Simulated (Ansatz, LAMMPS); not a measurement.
# An extra electron or hole in amorphous 59Ga2O3-41P2O5 (mol %) (128 atoms), part 3 of 4

Aim: add and remove one electron in amorphous 59Ga2O3-41P2O5 (mol %) (128 atoms), with atoms held and relaxed, and read trapping energy and localisation.

Ansatz 0.2.0; Kohn-Sham DFT, PBE, PAW (set soft_1), plane waves.

The cell: 26 Ga, 18 P and 84 O. The quench rate of 100 K/ps far exceeds what a furnace or splat quench reaches. The network of bonds at the start is that of the classical potential that made the cell. Sampling is at Γ alone, for a cell whose shortest periodic width is 12 Å.

So far. Step 6 (An extra electron, atoms relaxed): The relaxation converged after 3 steps, 0.0239 eV below its start, with a largest force component of 0.043 eV/Å. Step 6 (An extra electron, atoms relaxed): An extra electron, atoms relaxed: the energy stands 7.54 eV above that of the reference, with a moment of 0.60 μB.

### Step 7. An extra electron, levels at the relaxed geometry

A single point at the new geometry gives levels and spin density.

input.yaml

```yaml
crystal:
  lattice:
    - [11.58385, 0.0, 0.0]
    - [0.0, 11.58385, 0.0]
    - [0.0, 0.0, 11.58385]
  atoms:
    - { symbol: Ga, position: [0.93849, 0.78308, 0.91424] }
    - { symbol: Ga, position: [0.66727, 0.81832, 0.8974] }
    - { symbol: Ga, position: [0.5751, 0.76591, 0.15202] }
    - { symbol: Ga, position: [0.95602, 0.19825, 0.45703] }
    - { symbol: Ga, position: [0.33811, 0.37952, 0.16827] }
    - { symbol: Ga, position: [0.17615, 0.41236, 0.74085] }
    [... 116 atom lines left out ...]
    - { symbol: O, position: [0.67686, 0.67315, 0.47779] }
    - { symbol: O, position: [0.06239, 0.08841, 0.75878] }
    - { symbol: O, position: [0.6556, 0.14137, 0.74336] }
    - { symbol: O, position: [0.58597, 0.39624, 0.83519] }
    - { symbol: O, position: [0.39037, 0.89761, 0.24182] }
    - { symbol: O, position: [0.17905, 0.45252, 0.90123] }
total_charge: -1
kpoints:
  mp_grid: { grid: [1, 1, 1] }
hamiltonian:
  xc: pbe
  pseudopotentials: { kind: paw, azcp: { folder: soft_1 } }
scf:
  occupations: { method: fermi_dirac, width: 0.01 }
  lower_state_search: "off"
output:
  forces: true
  stress: true
  populations: intrinsic
  dos:
    method: { smearing: { sigma: 0.08 } }
    de: 0.1
    projected: { site_lists: { Ga: [Ga], O: [O], P: [P] } }
  eigenvalues: true
  write_density: true
  write_potential: true
  volumetric_format: npy
magnetization:
  spin_polarized: true
  initial_magnetization: 1
```

Run with:

```sh
$ ansatz run input.yaml --threads 4 --pin off --max-ram 15872MiB --backend cpu --events-out ev --progress --plain --runs-dir out
```

Numbers of over 12 decimals in the logs are rounded to 6 here.

What it wrote:

```text
[...]
Crystal: 128 atoms, lattice volume = 1554.386 Å³
Basis set: ecut = 420 eV, 30551 PW (Γ), exchange–correlation on 160×160×160 points (8 copies of the dense FFT grid, shifted against one another)
Bands: 595, of which v1, the nominal top of the filled ones, is band 467 counted from 1 (466 counted from 0)
Symmetry: 1 space group operations
[...]
k-points: 1
[...]
Starting moments: Σ|m| = 1 μB on 128 of 128 sites
[...]
SCF iter   1: F=—  HF=-159716.379183 eV  |F-HF|=—  |Δ(HF+E_count)|=         —  Δρ=6.16e-2 (↑6.04e-2 ↓6.16e-2)  dr2=1.85e2  dr2_m=2.00e-2  M=1.000 μB ∫|m|=1.086 μB  β_m=1.00  ethr=3.10e-3  ⟨swp⟩=6.0  Hψ=5146  notcnv=0  defer=94
[...]
SCF iter  19: F=-159657.155156 eV  HF=-159657.155156 eV  |F-HF|=1.08e-8  |Δ(HF+E_count)|=   1.82e-8  Δρ=5.55e-7 (↑5.47e-7 ↓5.55e-7)  dr2=1.32e-8  dr2_m=2.22e-10  M=0.604 μB ∫|m|=0.701 μB  ethr=1.27e-12  ⟨swp⟩=7.0  Hψ=7520  notcnv=0
SCF 1 converged in 19 iterations: F = -159657.155156 eV  dr2 = 1.32e-8
[...]
SCF converged after 19 iterations
Magnetization: 0.6036 μB (466.8018 up, 466.1982 down)
Absolute magnetization: 0.6464 μB (∫|ρ↑−ρ↓|, with the PAW one-centre terms)
[...]
Per-site moments (μB) at R_I (Å): [(0.00179076, 0.768350), (0.00422362, 0.779633), (0.00513406, 0.773539), (0.00085502, 0.749848), (0.0022658, 0.748979), [...]
Free energy (F): -159657.155156 eV
[...]
Internal energy: -159657.145197 eV  (E = F + TS)
E sigma→0 (E₀):  -159657.150176 eV
Entropy (-TS):   -0.009958 eV (-0.078 meV/atom)
Fermi energy:    7.543319 eV
[...]
--- Forces (eV/Å), atoms counted from 1 ---
  atom   1  Ga     0.01325132     0.00517811     0.01687660
  atom   2  Ga     0.00103958     0.01586734    -0.00441308
  atom   3  Ga    -0.00447475     0.00795379    -0.00417630
  atom   4  Ga     0.00815932     0.00051385     0.02685427
  atom   5  Ga    -0.00200666     0.01119579     0.00185363
  atom   6  Ga    -0.01346772     0.00351585     0.01860796
  atom   7  Ga    -0.01170965    -0.01278675    -0.00771791
  atom   8  Ga    -0.00112833     0.01632068     0.00757479
  atom   9  Ga     0.00784577    -0.01299075    -0.00947693
  atom  10  Ga     0.01323842    -0.01370071     0.01797272
  atom  11  Ga    -0.00061404     0.00594487    -0.00807184
  atom  12  Ga     0.00864936     0.00522622    -0.00219585
  atom  13  Ga    -0.00103932    -0.01360261     0.00431881
  atom  14  Ga     0.01263611    -0.00431638    -0.00531699
[...]
atom 127  O      0.01690881    -0.00160325    -0.00705031
  atom 128  O      0.00590219    -0.01063096    -0.01890823
  max |Σ_I F_I| component: 2.58e-5 eV/Å
--- Stress (GPa, compression-positive) ---
        0.573504      -0.838316       0.038760
       -0.838316       3.252023      -0.196706
        0.038761      -0.196705       1.360412
  P = ⅓ Tr σ = 1.7286 GPa (17.286 kbar)
--- Band table (eV) ---
[...]
--- intrinsic populations: 128 sites ---
  site symbol       q [e]    m [muB]
     0     Ga     11.9388     0.0092
     1     Ga     11.9543     0.0190
     2     Ga     11.9425     0.0238
[...]
127      O      6.8197     0.0022
  spilling = -0.000000 (of n_electrons = 933.000000)
```

Wall time 91 s (4 threads of Intel Xeon Platinum 8488C (Sapphire Rapids), shared host); peak memory 4.5 GiB; 5.9 min of CPU time.

An extra electron, levels at the relaxed geometry: the energy stands 7.54 eV above that of the reference, with a moment of 0.60 μB.

The levels nearest the highest filled one (over half full), pooled over k-points and spins:

```csv
level less the highest filled one (eV),occupation
-2.88,1
-2.72,1
-2.71,1
0,0.802
0.028,0.198
1.13,0
1.16,0
1.16,0
```

Spin density in the ac plane at fractional y = 0.189, with atoms of Ga and P and O within 0.2 Å of it.

Values in units of 1e-3 e/Å³, 13 rows by 16 columns, each cell a mean:
```
 0.3  0.7  0.6 -0.4 -0.1  1.6  0.2  0.6  0.1  0.1  0.1  0.1  0.2  0.1  0.2  0.1
 0.2  0.3  0.3 -0.1  0.0  0.2  0.2  0.5 -0.1  0.1  0.1  0.1  0.1  0.1  2.4  0.9
 0.2  0.0  0.4  1.2  1.1  0.5  0.1  0.0  0.2  0.2  0.0  0.0  0.1  0.0  0.1  0.2
 0.1  0.0  0.3  0.7  0.7  0.5  0.1  0.1  0.2  0.1  0.0  0.1  0.2  0.1  0.2  0.1
 0.1  0.1  0.1  0.1  0.2  0.5  0.3  2.1  0.0  0.1  0.1  0.4  0.5  0.1  1.0  0.3
 0.4  0.2  0.1  0.0  0.1  0.1  0.0  0.0  0.0  0.1  0.2  0.3  0.2  0.0  0.1  0.4
 0.9  0.2 -0.1  0.0  0.1  0.6  0.0  0.1  0.1  0.0  0.0  0.0  0.0  0.0  0.4 -0.3
 0.6  0.0  0.2  0.5  0.7  0.9  0.2  0.4  0.3  0.0  0.0  0.0  0.0  0.1  0.3 -0.1
 0.1  0.4  2.1  1.5  1.8  2.1  0.3  1.3  1.4  0.3  0.1  0.0  0.0  0.1  0.0  0.1
 0.1  0.3  1.1  3.3  3.0  0.2 -0.1  1.2  2.6  1.1  0.2  0.1  0.1  0.1  0.1  0.1
 0.2  0.0  0.6  0.3  0.6  0.3  0.2  0.6  1.0  0.6  0.2  0.1  0.1  0.1  0.2  0.1
 0.0  0.3  0.7  0.3  1.0  2.2  2.1  0.6  0.1  0.1  0.1  0.1  0.0  0.0  0.7  0.8
 0.2  0.6  0.8  0.6  1.4  4.3  1.4  1.3  0.0  0.0  0.1  0.1  0.1  0.1  0.6  0.4
```
Columns run along a (11.6 Å), rows up along c (11.6 Å). Atoms in or near the plane, at fractional coordinates: Ga at (0.96, 0.46), Ga at (0.24, 0.37), P at (0.98, 0.76), P at (0.98, 0.19), O at (0.91, 0.65), O at (0.47, 0.64), O at (0.91, 0.09), O at (0.11, 0.16), O at (0.90, 0.87).

### Step 8. Neutral at the geometry of the electron

The neutral cell at the new geometry gives the energy of that geometry without the charge.

input.yaml, the sections that differ from step 7:

```yaml
crystal:
  lattice:
    - [11.58385, 0.0, 0.0]
    - [0.0, 11.58385, 0.0]
    - [0.0, 0.0, 11.58385]
  atoms:
    [... the 128 atom lines of step 7 ...]
scf:
  occupations: { method: fermi_dirac, width: 0.025 }
output:
  forces: true
  stress: true
  populations: intrinsic
  dos:
    method: { smearing: { sigma: 0.08 } }
    de: 0.1
    projected: { site_lists: { Ga: [Ga], O: [O], P: [P] } }
  eigenvalues: true
# kpoints, hamiltonian: as in step 7
# total_charge: removed
# magnetization: removed
```

What it wrote:

```text
[...]
Crystal: 128 atoms, lattice volume = 1554.386 Å³
Basis set: ecut = 420 eV, 30551 PW (Γ), exchange–correlation on 160×160×160 points (8 copies of the dense FFT grid, shifted against one another)
Bands: 594, of which v1, the nominal top of the filled ones, is band 466 counted from 1 (465 counted from 0)
Symmetry: 1 space group operations
[...]
k-points: 1
[...]
SCF iter   1: F=—  HF=-159726.857908 eV  |F-HF|=—  |Δ(HF+E_count)|=         —  Δρ=1.25e-1  dr2=1.91e2  ethr=3.10e-3  ⟨swp⟩=6.0  Hψ=2569  notcnv=0  defer=46
[...]
SCF iter  13: F=—  HF=-159664.668072 eV  |F-HF|=—  |Δ(HF+E_count)|=   6.16e-7  Δρ=3.05e-6  dr2=1.38e-7  ethr=7.08e-11  ⟨swp⟩=3.0  Hψ=872  notcnv=0  defer=120
SCF iter  14: F=-159664.668072 eV  HF=-159664.668072 eV  |F-HF|=9.90e-10  |Δ(HF+E_count)|=   7.14e-8  Δρ=1.66e-6  dr2=3.81e-8  ethr=1.07e-11  ⟨swp⟩=16.0  Hψ=3758  notcnv=0
SCF 1 converged in 14 iterations: F = -159664.668072 eV  dr2 = 3.81e-8
[...]
SCF converged after 14 iterations
Free energy (F): -159664.668072 eV
[...]
Internal energy: -159664.668072 eV  (E = F + TS)
E sigma→0 (E₀):  -159664.668072 eV
Fermi energy:    6.172359 eV
[...]
Σ components = -159664.668072   (vs F -159664.668072, Δ=0.00e0)
--- Forces (eV/Å), atoms counted from 1 ---
  atom   1  Ga     0.03737814    -0.01731741    -0.10769488
  atom   2  Ga    -0.06226249     0.10891743    -0.03219047
  atom   3  Ga    -0.03519807     0.08940865    -0.03287943
  atom   4  Ga    -0.08550343     0.02174420     0.01251055
[...]
atom 128  O      0.03897135    -0.02789876    -0.13007964
  max |Σ_I F_I| component: 6.86e-6 eV/Å
--- Stress (GPa, compression-positive) ---
       -0.160959      -0.925048       0.012840
       -0.925048       2.600104      -0.217053
        0.012842      -0.217052       0.712297
  P = ⅓ Tr σ = 1.0505 GPa (10.505 kbar)
--- Band table (eV) ---
[...]
--- intrinsic populations: 128 sites ---
  site symbol       q [e]
     0     Ga     11.9237
     1     Ga     11.9261
     2     Ga     11.9095
[...]
127      O      6.8164
  spilling = 0.000000 (of n_electrons = 932.000000)
```

The job ended after 39 s (4 threads; peak memory 2.7 GiB).

Neutral at the geometry of the electron: the energy stands 0.0225 eV above that of the reference.

### Step 9. An extra hole, atoms held

The electron count changes by one with the atoms held: a vertical process, on a uniform background, with spin and a narrow Fermi–Dirac smearing. Its energy against the neutral cell hangs on the program's zero of potential.

Changes to input.yaml since step 8:

```diff
@@ -6,3 +6,4 @@
   atoms:
-    [... the 128 atom lines of step 7 ...]
+    [... the 128 atom lines of step 4 ...]
+total_charge: 1
 kpoints:
@@ -13,3 +14,4 @@
 scf:
-  occupations: { method: fermi_dirac, width: 0.025 }
+  occupations: { method: fermi_dirac, width: 0.01 }
+  lower_state_search: "off"
 output:
@@ -23 +25,7 @@
   eigenvalues: true
+  write_density: true
+  write_potential: true
+  volumetric_format: npy
+magnetization:
+  spin_polarized: true
+  initial_magnetization: 1
```

What it wrote:

```text
[...]
Crystal: 128 atoms, lattice volume = 1554.386 Å³
Basis set: ecut = 420 eV, 30551 PW (Γ), exchange–correlation on 160×160×160 points (8 copies of the dense FFT grid, shifted against one another)
Bands: 594, of which v1, the nominal top of the filled ones, is band 466 counted from 1 (465 counted from 0)
Symmetry: 1 space group operations
[...]
k-points: 1
[...]
Starting moments: Σ|m| = 1 μB on 128 of 128 sites
[...]
SCF iter   1: F=—  HF=-159736.247969 eV  |F-HF|=—  |Δ(HF+E_count)|=         —  Δρ=6.51e-2 (↑6.38e-2 ↓6.51e-2)  dr2=2.08e2  dr2_m=5.04e-1  M=1.000 μB ∫|m|=1.068 μB  β_m=1.00  ethr=3.10e-3  ⟨swp⟩=6.0  Hψ=5136  notcnv=0  defer=92
[...]
SCF iter   2: F=—  HF=-159692.666136 eV  |F-HF|=—  |Δ(HF+E_count)|=         —  Δρ=3.85e-2 (↑3.77e-2 ↓3.85e-2)  dr2=7.03e1  dr2_m=3.34e-1  M=0.694 μB ∫|m|=0.836 μB  β_m=0.30  ethr=3.10e-3  ⟨swp⟩=2.0  Hψ=2296  notcnv=0  defer=244
[...]
SCF iter  15: F=—  HF=-159669.320198 eV  |F-HF|=—  |Δ(HF+E_count)|=   1.31e-3  Δρ=3.40e-3 (↑7.23e-4 ↓3.40e-3)  dr2=4.32e-1  dr2_m=3.05e-2  M=0.953 μB ∫|m|=1.057 μB  β_m=0.30  ethr=4.80e-5  ⟨swp⟩=2.5  Hψ=972  notcnv=0  defer=242
[...]
spin-set hold released at iteration 15 (site moments' squared step at or under half its running peak, from the soft ceiling on): the magnetisation degrees of freedom join the quasi-Newton model from the next iteration; the mixer history was flushed
SCF iter  16: F=—  HF=-159669.371770 eV  |F-HF|=—  |Δ(HF+E_count)|=   5.16e-2  Δρ=1.22e-2 (↑8.08e-4 ↓1.22e-2)  dr2=3.98e0  dr2_m=5.04e-1  M=1.000 μB ∫|m|=1.160 μB  β_m=0.12  ethr=4.64e-5  ⟨swp⟩=4.0  Hψ=1743  notcnv=0  defer=242  recentre
SCF iter  17: F=—  HF=-159669.303129 eV  |F-HF|=—  |Δ(HF+E_count)|=   6.86e-2  Δρ=2.98e-3 (↑5.36e-4 ↓2.98e-3)  dr2=2.98e-1  dr2_m=2.48e-2  M=0.933 μB ∫|m|=1.036 μB  β_m=0.14  ethr=4.64e-5  ⟨swp⟩=3.0  Hψ=1747  notcnv=0  defer=242
[...]
SCF iter  38: F=-159669.282669 eV  HF=-159669.282669 eV  |F-HF|=2.36e-9  |Δ(HF+E_count)|=  9.02e-10  Δρ=4.45e-7 (↑1.68e-7 ↓4.45e-7)  dr2=4.09e-9  dr2_m=9.85e-10  M=0.990 μB ∫|m|=1.105 μB  β_m=0.27  ethr=1.00e-12  ⟨swp⟩=6.5  Hψ=5964  notcnv=0
SCF iter  39: F=-159669.282669 eV  HF=-159669.282669 eV  |F-HF|=7.57e-10  |Δ(HF+E_count)|=  4.95e-10  Δρ=2.33e-7 (↑8.27e-8 ↓2.33e-7)  dr2=1.30e-9  dr2_m=2.11e-10  M=0.990 μB ∫|m|=1.105 μB  ethr=1.00e-12  ⟨swp⟩=5.5  Hψ=5639  notcnv=0
SCF 1 converged in 39 iterations: F = -159669.282669 eV  dr2 = 1.30e-9
[...]
SCF converged after 39 iterations
Magnetization: 0.9900 μB (465.9950 up, 465.0050 down)
Absolute magnetization: 1.1041 μB (∫|ρ↑−ρ↓|, with the PAW one-centre terms)
[...]
Per-site moments (μB) at R_I (Å): [(-5.251817341419386e-6, 0.768451), (-9.072135626312016e-5, 0.777109), (-0.000134652, 0.770956), (-7.5245709439576945e-6, 0.747464), (9.508102335670334e-5, 0.747408), [...]
Free energy (F): -159669.282669 eV
[...]
Internal energy: -159669.266843 eV  (E = F + TS)
E sigma→0 (E₀):  -159669.274756 eV
Entropy (-TS):   -0.015826 eV (-0.124 meV/atom)
Fermi energy:    4.524362 eV
[...]
Σ components = -159669.282669   (vs F -159669.282669, Δ=0.00e0)
--- Forces (eV/Å), atoms counted from 1 ---
  atom   1  Ga     0.08602741    -0.14756438     0.02463383
  atom   2  Ga    -0.10611570    -0.06726836    -0.10699044
  atom   3  Ga    -0.08816725    -0.11920892     0.10257222
  atom   4  Ga    -0.10614546    -0.04417096    -0.00663802
[...]
atom 128  O      0.02930491     0.03736278     0.07497140
  max |Σ_I F_I| component: 1.22e-5 eV/Å
--- Stress (GPa, compression-positive) ---
        0.312891      -0.948017      -0.013703
       -0.948017       3.029750      -0.169893
       -0.013701      -0.169892       1.153011
  P = ⅓ Tr σ = 1.4986 GPa (14.986 kbar)
--- Band table (eV) ---
[...]
--- intrinsic populations: 128 sites ---
  site symbol       q [e]    m [muB]
     0     Ga     11.9165    -0.0023
     1     Ga     11.9192    -0.0021
     2     Ga     11.9016    -0.0015
[...]
127      O      6.7934     0.0390
  spilling = 0.000000 (of n_electrons = 931.000000)
```

Elapsed: 2.3 min, on 4 threads; peak memory 4.5 GiB; 9 min of CPU time.

An extra hole, atoms held: the energy stands 4.59 eV below that of the reference, with a moment of 0.99 μB.

The levels nearest the highest filled one (over half full), pooled over k-points and spins:

```csv
level less the highest filled one (eV),occupation
-0.0444,0.995
-0.0358,0.989
-0.0203,0.951
0,0.721
0.0156,0.351
3.04,0
3.05,0
4.18,0
```

[end of part 3 of 4]

[Logs are printed without paths, hosts, clocks, repeated set-up lines and the standing remarks that a program may print on its own settings, such as how far it seeks lower states.]

[Hosts, paths, dates, database ids (printed as entryN), source tags and the programs' standing remarks are cut or masked in the printed files.]
